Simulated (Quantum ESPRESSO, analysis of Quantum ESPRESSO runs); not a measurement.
# Reproducing a measured migration barrier: interstitial H in fcc Al, hop from a tetrahedral to the next octahedral site (Quantum ESPRESSO), part 3 of 3

Aim: the migration barrier of interstitial H in fcc Al, hop from a tetrahedral to the next octahedral site, to be set beside the measurement. Set-up: LDA, GBRV 1.5 LDA, 32-site cell, LDA lattice, k: 3x3x3. The model is a cell of 32 host atoms with 1 H put in. The barrier is the energy of the highest image of a climbing band over the relaxed site that the atom leaves. A local or semilocal functional is the cheapest first rung.

Quantum ESPRESSO 7.5; LDA, GBRV 1.5 LDA, 32-site cell, LDA lattice, k: 3x3x3.

So far: Set-up; Relaxation, charge 0.

### Step 4. Nudged elastic band

A band of images joins the two ends; its highest image climbs to the saddle, whose energy over the site left is the barrier.

This step: Quantum ESPRESSO plane-wave DFT, LDA, GBRV 1.5 LDA potentials; nudged elastic band between two relaxed defect structures.

neb.in reads:

```
BEGIN
BEGIN_PATH_INPUT
&PATH
  restart_mode = 'from_scratch'
  string_method = 'neb'
  nstep_path = 45
  ds = 1.5
  opt_scheme = 'broyden'
  num_of_images = 5
  k_max = 0.3
  k_min = 0.2
  CI_scheme = 'auto'
  path_thr = 0.05
/
END_PATH_INPUT
BEGIN_ENGINE_INPUT
&CONTROL
  prefix = 'pwscf'
  outdir = './tmp'
  pseudo_dir = './pseudo'
  disk_io = 'low'
/
&SYSTEM
  ibrav = 0
  nat = 33
  ntyp = 2
  ecutwfc = 45
  ecutrho = 360
  nbnd = 63
  occupations = 'smearing'
  smearing = 'mv'
  degauss = 0.00734986
/
&ELECTRONS
  conv_thr = 3d-08
  electron_maxstep = 100
  mixing_beta = 0.5
/
ATOMIC_SPECIES
Al    26.9815 al_lda_v1.uspp.F.UPF
H      1.0080 h_lda_v1.4.uspp.F.UPF
CELL_PARAMETERS angstrom
   7.9669978984    0.0000000000    0.0000000000
   0.0000000000    7.9669978984    0.0000000000
   0.0000000000    0.0000000000    7.9669978984
BEGIN_POSITIONS
FIRST_IMAGE
ATOMIC_POSITIONS crystal
Al     0.0002485009    0.0002485009    0.0002485009
Al     0.0008294148    0.2503337771    0.2503337771
Al     0.2503337771    0.0008294148    0.2503337771
Al     0.2503337771    0.2503337771    0.0008294148
Al    -0.0021961309   -0.0021961309    0.5002790705
Al    -0.0021961309    0.2497209295    0.7521961309
Al     0.2497209295   -0.0021961309    0.7521961309
Al     0.2407423996    0.2407423996    0.5092576004
Al    -0.0021961309    0.5002790705   -0.0021961309
Al    -0.0021961309    0.7521961309    0.2497209295
Al     0.2407423996    0.5092576004    0.2407423996
Al     0.2497209295    0.7521961309   -0.0021961309
Al     0.0008294148    0.4996662229    0.4996662229
Al     0.0002485009    0.7497514991    0.7497514991
Al     0.2503337771    0.4996662229    0.7491705852
Al     0.2503337771    0.7491705852    0.4996662229
Al     0.5002790705   -0.0021961309   -0.0021961309
Al     0.5092576004    0.2407423996    0.2407423996
Al     0.7521961309   -0.0021961309    0.2497209295
Al     0.7521961309    0.2497209295   -0.0021961309
Al     0.4996662229    0.0008294148    0.4996662229
Al     0.4996662229    0.2503337771    0.7491705852
Al     0.7497514991    0.0002485009    0.7497514991
Al     0.7491705852    0.2503337771    0.4996662229
Al     0.4996662229    0.4996662229    0.0008294148
Al     0.4996662229    0.7491705852    0.2503337771
Al     0.7491705852    0.4996662229    0.2503337771
Al     0.7497514991    0.7497514991    0.0002485009
Al     0.5092576004    0.5092576004    0.5092576004
Al     0.5002790705    0.7521961309    0.7521961309
Al     0.7521961309    0.5002790705    0.7521961309
Al     0.7521961309    0.7521961309    0.5002790705
H      0.3750000000    0.3750000000    0.3750000000
LAST_IMAGE
ATOMIC_POSITIONS crystal
Al     0.0003758004    0.0003758004    0.0003758004
Al    -0.0059706887    0.2501363428    0.2501363428
Al     0.2501363428   -0.0059706887    0.2501363428
Al     0.2501363428    0.2501363428   -0.0059706887
[... 3 atom lines left out ...]
Al     0.2501363428    0.2501363428    0.5062433743
[... 2 atom lines left out ...]
Al     0.2501363428    0.5062433743    0.2501363428
[... 1 atom line left out ...]
Al     0.0003758004    0.4998968852    0.4998968852
[... 4 atom lines left out ...]
Al     0.5062433743    0.2501363428    0.2501363428
[... 2 atom lines left out ...]
Al     0.4998968852    0.0003758004    0.4998968852
[... 3 atom lines left out ...]
Al     0.4998968852    0.4998968852    0.0003758004
Al     0.5014665431    0.7501363428    0.2501363428
[... 2 atom lines left out ...]
Al     0.4998968852    0.4998968852    0.4998968852
[... 3 atom lines left out ...]
H      0.2501363428    0.2501363428    0.2501363428
END_POSITIONS
K_POINTS automatic
3 3 3 0 0 0
END_ENGINE_INPUT
END
```

Started as:

```sh
$ OMP_NUM_THREADS=1 mpirun -n 4 neb.x -ni 2 -inp neb.in > neb.out
```

What it wrote:

```text
[banner, memory and clock lines left out]
          URL

     path-images division:  nimage    =       2

     Parsing file: neb.in

     initial path length           =  3.2937 bohr
     initial inter-image distance  =  0.8234 bohr

     string_method                 =    neb
     restart_mode                  =    from_scratch
     opt_scheme                    =    broyden
     num_of_images                 =    5
     nstep_path                    =    45
     CI_scheme                     =    auto
     first_last_opt                =    F
     use_freezing                  =    F
     ds                            =    1.5000 a.u.
     k_max                         =    0.3000 a.u.
     k_min                         =    0.2000 a.u.
     suggested k_max               =    0.2742 a.u.
     suggested k_min               =    0.1828 a.u.
     path_thr                      =    0.0500 eV / A

     ------------------------------ iteration   1 ------------------------------

     cpu =  0   tcpu =      0.2    self-consistency for image   1
     Message from routine setup:
     using ibrav=0 with symmetry is DISCOURAGED, use correct ibrav instead
     cpu =  0   tcpu =     67.1    self-consistency for image   2
     Message from routine setup:
     using ibrav=0 with symmetry is DISCOURAGED, use correct ibrav instead
     cpu =  0   tcpu =    167.4    self-consistency for image   4
     Message from routine setup:
     using ibrav=0 with symmetry is DISCOURAGED, use correct ibrav instead

     activation energy (->) =   0.235575 eV
     activation energy (<-) =   0.180155 eV

     image        energy (eV)        error (eV/A)        frozen

         1      -2908.5745690            0.017252            T
         2      -2908.4196066            0.638837            F
         3      -2908.3389942            0.537860            F
         4      -2908.4547010            0.522011            F
         5      -2908.5191497            0.009459            T

     climbing image =  3

     path length          =  3.294 bohr
     inter-image distance =  0.823 bohr

     ------------------------------ iteration   2 ------------------------------

     cpu =  0   tcpu =    272.3    self-consistency for image   2
     Message from routine setup:
     using ibrav=0 with symmetry is DISCOURAGED, use correct ibrav instead
     cpu =  0   tcpu =    368.1    self-consistency for image   4
     Message from routine setup:
     using ibrav=0 with symmetry is DISCOURAGED, use correct ibrav instead

     activation energy (->) =   0.215011 eV
     activation energy (<-) =   0.159592 eV

     image        energy (eV)        error (eV/A)        frozen

         1      -2908.5745690            0.017252            T
         2      -2908.4250368            0.318133            F
         3      -2908.3595576            0.411070            F
         4      -2908.4529414            0.224812            F
         5      -2908.5191497            0.009459            T

     climbing image =  3

     path length          =  3.295 bohr
     inter-image distance =  0.824 bohr

     ------------------------------ iteration   3 ------------------------------

     cpu =  0   tcpu =    442.3    self-consistency for image   2
     Message from routine setup:
     using ibrav=0 with symmetry is DISCOURAGED, use correct ibrav instead
     cpu =  0   tcpu =    550.8    self-consistency for image   4
     Message from routine setup:
     using ibrav=0 with symmetry is DISCOURAGED, use correct ibrav instead

     activation energy (->) =   0.190977 eV
     activation energy (<-) =   0.135557 eV

     image        energy (eV)        error (eV/A)        frozen

         1      -2908.5745690            0.017252            T
         2      -2908.4381316            0.161567            F
         3      -2908.3835924            0.189963            F
         4      -2908.4539558            0.123914            F
         5      -2908.5191497            0.009459            T

     climbing image =  3

     path length          =  3.307 bohr
     inter-image distance =  0.827 bohr

     ------------------------------ iteration   4 ------------------------------

     cpu =  0   tcpu =    645.7    self-consistency for image   2
     Message from routine setup:
     using ibrav=0 with symmetry is DISCOURAGED, use correct ibrav instead
     cpu =  0   tcpu =    724.3    self-consistency for image   4
     Message from routine setup:
     using ibrav=0 with symmetry is DISCOURAGED, use correct ibrav instead

     activation energy (->) =   0.186265 eV
     activation energy (<-) =   0.130845 eV

     image        energy (eV)        error (eV/A)        frozen

         1      -2908.5745690            0.017252            T
         2      -2908.4448853            0.104996            F
         3      -2908.3883045            0.124519            F
         4      -2908.4562831            0.089978            F
         5      -2908.5191497            0.009459            T

     climbing image =  3

     path length          =  3.314 bohr
     inter-image distance =  0.829 bohr

     ------------------------------ iteration   5 ------------------------------

     cpu =  0   tcpu =    812.4    self-consistency for image   2
     Message from routine setup:
     using ibrav=0 with symmetry is DISCOURAGED, use correct ibrav instead
     cpu =  0   tcpu =    913.6    self-consistency for image   4
     Message from routine setup:
     using ibrav=0 with symmetry is DISCOURAGED, use correct ibrav instead

     activation energy (->) =   0.180998 eV
     activation energy (<-) =   0.125579 eV

     image        energy (eV)        error (eV/A)        frozen

         1      -2908.5745690            0.017252            T
         2      -2908.4549465            0.062497            F
         3      -2908.3935710            0.036356            F
         4      -2908.4591488            0.034914            F
         5      -2908.5191497            0.009459            T

     climbing image =  3

     path length          =  3.340 bohr
     inter-image distance =  0.835 bohr

     ------------------------------ iteration   6 ------------------------------

     cpu =  0   tcpu =   1001.8    self-consistency for image   2
     Message from routine setup:
     using ibrav=0 with symmetry is DISCOURAGED, use correct ibrav instead
     cpu =  0   tcpu =   1081.1    self-consistency for image   4
     Message from routine setup:
     using ibrav=0 with symmetry is DISCOURAGED, use correct ibrav instead

     activation energy (->) =   0.180400 eV
     activation energy (<-) =   0.124981 eV

     image        energy (eV)        error (eV/A)        frozen

         1      -2908.5745690            0.017252            T
         2      -2908.4554987            0.056420            F
         3      -2908.3941685            0.030305            F
         4      -2908.4590822            0.024869            F
         5      -2908.5191497            0.009459            T

     climbing image =  3

     path length          =  3.339 bohr
     inter-image distance =  0.835 bohr

     ------------------------------ iteration   7 ------------------------------

     cpu =  0   tcpu =   1153.7    self-consistency for image   2
     Message from routine setup:
     using ibrav=0 with symmetry is DISCOURAGED, use correct ibrav instead
     cpu =  0   tcpu =   1255.5    self-consistency for image   4
     Message from routine setup:
     using ibrav=0 with symmetry is DISCOURAGED, use correct ibrav instead

     activation energy (->) =   0.179258 eV
     activation energy (<-) =   0.123839 eV

     image        energy (eV)        error (eV/A)        frozen

         1      -2908.5745690            0.017252            T
         2      -2908.4580751            0.038020            F
         3      -2908.3953109            0.018646            F
         4      -2908.4592938            0.017154            F
         5      -2908.5191497            0.009459            T

     climbing image =  3

     path length          =  3.345 bohr
     inter-image distance =  0.836 bohr

     neb: convergence achieved in   7 iterations
```

The job ended after 22 min (4 MPI ranks of Intel Xeon Platinum 8488C (Sapphire Rapids), shared host; peak memory 2 GiB).

Images along the path:

| image | path (Å) | energy (eV) | H33: x, y, z (Å) |
| --- | --- | --- | --- |
| 0 | 0.000 | 0.0000 | 2.988, 2.988, 2.988 |
| 1 | 0.478 | 0.1165 | 2.720, 2.720, 2.720 |
| 2 | 0.872 | 0.1793 | 2.496, 2.496, 2.496 |
| 3 | 1.288 | 0.1153 | 2.265, 2.265, 2.265 |
| 4 | 1.770 | 0.0554 | 1.993, 1.993, 1.993 |

Read from the output:

```yaml
barrier_forward: 0.1793 eV
```

### Step 5. Results

```yaml
migration_barrier_saddle_less_minimum: 0.18 eV
energy_difference_of_the_two_ends: 0.06 eV
length_of_the_hop: 1.72 Å
```

In words: Migration barrier: computed 0.18 eV, measured 0.452 eV; 0.27 eV below the measurement. The measured number is an Arrhenius activation energy of long-range diffusion; for H it holds zero-point energy, and trapping at vacancies and dislocations can raise it. One hop between neighbouring sites is computed at the host's lattice. Limits: the periodic copies of the defect are only 8.0 Å apart.

[Logs are printed without paths, hosts, clocks, repeated set-up lines and the standing remarks that a program may print on its own settings, such as how far it seeks lower states.]

[Hosts, paths, dates, database ids (printed as entryN), source tags and the programs' standing remarks are cut or masked in the printed files.]

[For some hosts the program warned that the k-mesh of the response run may be too coarse for force constants and the static dielectric constant; such warnings are not shown here.]
